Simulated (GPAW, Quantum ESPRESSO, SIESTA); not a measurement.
# Birch–Murnaghan line for fcc Rh, QE, PBE

Calculated with Quantum ESPRESSO 7.5: PBE; plane waves, GBRV 1.5 ultrasoft, 45/270 Ry; k-mesh 14×14×14. The volume is changed in steps from typed lattice constants. V0 = 14.095 Å³ an atom is where a Birch–Murnaghan fit to this level's pressures, the withheld one apart, crosses zero; rows within 2.5 % of V0 are left out, since F is ill-conditioned there. The typed cell is scaled evenly, with no relaxation, and each row is a single point.

```
volume (Å³/atom)  pressure (GPa)
          12.922           27.77
          13.203           19.74
          13.484           12.67
          14.607          -8.347
          14.888               ?
          15.169          -15.47
```

**Question.** Fit the third-order Birch–Murnaghan equation to the rows given and interpolate to the withheld row.

**Working.**

Take the Eulerian strain f = ½[(V0/V)^(2/3) − 1] and the normalised pressure F = P / [3f(1 + 2f)^(5/2)]. The third-order Birch–Murnaghan equation is then the line F = B0 + (3/2)B0(B′ − 4) f, so u = f and v = F.

| u = f | v = F (GPa) |
| --- | --- |
| 0.0298182 | 268.584 |
| 0.0222739 | 264.917 |
| 0.0149925 | 261.640 |
| -0.0117532 | 251.234 |
| -0.0238884 | 243.969 |

With n = 5: mean u = 0.00628859, mean v = 258.069, Σ(u − ū)² = 0.0021211, Σ(u − ū)(v − v̄) = 0.93677. Slope b = 0.93677 / 0.0021211 = 441.65; intercept a = v̄ − b ū = 255.29.

So B0 = 255.3 GPa and B′ = 4 + 2b/(3a) = 5.15. At the withheld volume f = -0.01792, F = 247.4 GPa, and P = 3f(1 + 2f)^(5/2) F.

Prediction at 14.888: -12.14 GPa. The run gave -12.15 GPa, so the fit is high by 0.013 GPa (0.11 % of the value).

A fit to this level's energies over the whole scan gives V0 = 14.100 Å³, B0 = 254.6 GPa and B′ = 5.22. Among the rows given, the largest miss of the fit is at 15.169, by 0.049 GPa (0.11 % of the range of the table).

Limits: The nuclei are static. The DFT runs use Fermi–Dirac occupations of width 0.1 eV, and energies are free energies.

[Logs are printed without paths, hosts, clocks, repeated set-up lines and the standing remarks that a program may print on its own settings, such as how far it seeks lower states.]

[Hosts, paths, dates, database ids (printed as entryN), source tags and the programs' standing remarks are cut or masked in the printed files.]
